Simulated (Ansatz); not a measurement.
# The perfect Fe wire along [111], 7 atoms a period, part 2 of 2

Aim: is the Fe wire along [111], 7 atoms a period a metal or a semiconductor?

Ansatz 0.2.0; DFT PBE, plane waves, PAW; relaxation of a wire's period; PAW set soft_1 (the session's first sound run).

So far: The starting structure; Relaxation of atoms and period.

### 2. Relaxation of atoms and period (continued)

Step by step:

```tsv
step	energy less that of the first step (eV)	largest force component (eV/Å)	pressure (GPa)	volume (Å³)
1	0.0000	0.3970	-1.25	302.36
2	-0.0673	0.1444	-0.46	301.83
3	-0.0809	0.0352	0.04	301.70
4	-0.0813	0.0068	-0.06	301.54
5*	-0.0810	0.0067	-0.06	301.54
```

Relaxation steps marked * repeat the geometry before them on a plane-wave basis chosen anew for their cell, so energy and pressure can jump there.

Forces are held to the 4 operations that the run works with; a distortion that breaks them can't arise in this run.

```tsv
cell as run	before	after	change
c (Å)	2.451	2.444	-0.3 %
```

The atoms that moved most (Å, along periodic axes as changes of fractional coordinates times the final cell, across vacuum about the mean position):

```tsv
atom	dx	dy	dz	length
Fe6	0.000	0.045	0.054	0.070
Fe3	0.000	-0.045	-0.054	0.070
Fe7	-0.033	-0.023	0.048	0.063
Fe4	-0.033	0.023	-0.048	0.063
Fe5	0.033	-0.023	0.048	0.063
Fe2	0.033	0.023	-0.048	0.063
```

Numbers from this step:

```
energy at zero smearing    : -31355.3557 eV
total moment               : 20.28 μB
absolute moment            : 20.81 μB
cell length along the wire : 2.444 Å
```

Site moment by atom:

```tsv
atom	site moment (μB)
Fe1	2.52
Fe2	2.77
Fe3	2.77
Fe4	2.77
Fe5	2.77
Fe6	2.77
Fe7	2.77
```

The cell's length comes to 2.444 Å with an absolute moment of 20.81 μB a cell.

### 3. The perfect wire

This step: DFT PBE, plane waves, PAW; bands of a perfect wire; PAW set soft_1 (Ansatz 0.2.0).

At the relaxed period the bands are computed along the axis; those that cross an energy going forward count the channels that a perfect wire would open there.

Contents of input.yaml:

```yaml
crystal:
  lattice:
    - [10.802, 0.0, 0.0]
    - [0.0, 11.421, 0.0]
    - [0.0, 0.0, 2.4442217959]
  atoms:
    - { symbol: Fe, position: [0.500010386, 0.500016227, 0.0], spin: 2.52 }
    - { symbol: Fe, position: [0.317822008, 0.400846565, 0.31351105], spin: 2.77 }
    - { symbol: Fe, position: [0.500010386, 0.698423671, 0.311364989], spin: 2.77 }
    - { symbol: Fe, position: [0.682198764, 0.400846565, 0.31351105], spin: 2.77 }
    - { symbol: Fe, position: [0.317822008, 0.599185888, 0.68648895], spin: 2.77 }
    - { symbol: Fe, position: [0.500010386, 0.301608782, 0.688635011], spin: 2.77 }
    - { symbol: Fe, position: [0.682198764, 0.599185888, 0.68648895], spin: 2.77 }
magnetization:
  spin_polarized: true
kpoints:
  mp_grid: { grid: [1, 1, 33] }
  band_path: { path: ["Γ", Z], npoints: 90 }
scf:
  occupations: { method: fermi_dirac, width: 0.05 }
hamiltonian:
  xc: pbe
  pseudopotentials: { kind: paw, azcp: { folder: soft_1 } }
output:
  dos: { e_range: [-5, 4] }
  write_potential: true
  write_density: true
  volumetric_format: npy
```

Launch:

```sh
$ ansatz run input.yaml --threads 4 --pin off --max-ram 16384MiB --backend cpu --events-out ev --progress --plain --runs-dir out
```

Numbers of over 12 decimals in the logs are rounded to 6 here.

What it wrote:

```text
[...]
Crystal: 7 atoms, lattice volume = 301.543 Å³
Basis set: ecut = 420 eV, 5843 PW (Γ)
Bands: 79, of which v1, the nominal top of the filled ones, is band 56 counted from 1 (55 counted from 0)
Symmetry: 4 space group operations
[...]
k-points: 17 of 33
[...]
Starting moments: Σ|m| = 19.14 μB on 7 of 7 sites
[...]
SCF iter   1: F=—  HF=-31352.727536 eV  |F-HF|=—  |Δ(HF+E_count)|=         —  Δρ=3.68e-2 (↑2.18e-2 ↓3.68e-2)  dr2=2.04e1  dr2_m=1.71e0  M=20.037 μB ∫|m|=20.160 μB  β_m=0.30  ethr=3.10e-3  ⟨swp⟩=8.2  Hψ=12978  notcnv=0  defer=41
[...]
SCF iter  14: F=-31355.387976 eV  HF=-31355.387976 eV  |F-HF|=1.96e-8  |Δ(HF+E_count)|=   2.86e-9  Δρ=1.65e-6 (↑6.69e-7 ↓1.65e-6)  dr2=2.02e-8  dr2_m=9.61e-10  M=20.280 μB ∫|m|=20.805 μB  ethr=1.04e-11  ⟨swp⟩=12.7  Hψ=12039  notcnv=0
SCF 1 converged in 14 iterations: F = -31355.387976 eV  dr2 = 2.02e-8
[...]
WARN: The output density's exchange-correlation potential varies sharply where the density is thin. Do not read a vacuum level from v_tot or v_xc, or from such a field of the output density. On a cell that repeats whose density bears no net charge and no dipole along the vacuum's axis use v_es (v_loc + v_h of the components); under efield.dipole_correction with no amplitude use v_es + v_field, which holds any externa [...]
NSCF: frozen V_eff on 91 k-points
SCF converged after 14 iterations
Magnetization: 20.2804 μB (66.1402 up, 45.8598 down)
Absolute magnetization: 20.8058 μB (∫|ρ↑−ρ↓|, with the PAW one-centre terms)
[...]
Per-site moments (μB) at R_I (Å): [(2.517931, 0.986039), (2.773580, 0.988542), (2.770987, 0.986039), (2.773580, 0.988542), (2.773580, 0.988542), (2.770987, 0.986039), (2.773580, 0.988542)]
Free energy (F): -31355.387976 eV
[...]
Internal energy: -31355.323524 eV  (E = F + TS)
E sigma→0 (E₀):  -31355.355750 eV
Entropy (-TS):   -0.064452 eV (-9.207 meV/atom)
Fermi energy:    2.076712 eV
[...]
--- Band table (eV; the first three rows and the last of 34) ---
  k-point 0 ↑: bands = [... 52 lower, 0.4037, 0.4469, 0.4493, 0.4560, 0.4658, 0.5500, 0.7537, 0.7551, ... 19 higher]
  k-point 1 ↑: bands = [... 52 lower, 0.4163, 0.4167, 0.4706, 0.4815, 0.4881, 0.5319, 0.7205, 0.7560, ... 19 higher]
  k-point 2 ↑: bands = [... 52 lower, 0.3782, 0.3795, 0.4711, 0.5120, 0.5173, 0.5229, 0.6262, 0.7422, ... 19 higher]
  k-point 16 ↓: bands = [... 52 lower, 3.1504, 3.5382, 3.6247, 3.6325, 3.6873, 3.6907, 4.1340, 4.1349, ... 19 higher]
```

It took 52 s on 4 threads of Arm Neoverse V2, shared host; peak memory 2 GiB.

This step gave:

| Item | Value |
| --- | --- |
| band gap | 0 eV |

Between Γ and Z the bands cross the Fermi level 13 times, so a perfect wire would conduct at least 6.5 G₀, with an absolute moment of 20.81 μB a cell.

### 4. Outcome

```yaml
cell_length_pbe: 2.444 Å
absolute_moment_pbe: 20.8 μB
ballistic_conductance_by_band_crossings_a_lower_bound_pbe: 6.5 G₀
```

**Reading.** Under PBE the cell's length is 2.44 Å, the absolute moment is 20.81 μB a cell, and the bands cross the Fermi level 13 times between Γ and Z, which gives a perfect wire at least 6.5 G₀ (opposite crossings within one step of the path cancel in such a count). In the perfect wire the moments were started parallel, and no opposed start was run. No search over magnetic orders was made; another may lie lower.

[Logs are printed without paths, hosts, clocks, repeated set-up lines and the standing remarks that a program may print on its own settings, such as how far it seeks lower states.]

[Hosts, paths, dates, database ids (printed as entryN), source tags and the programs' standing remarks are cut or masked in the printed files.]
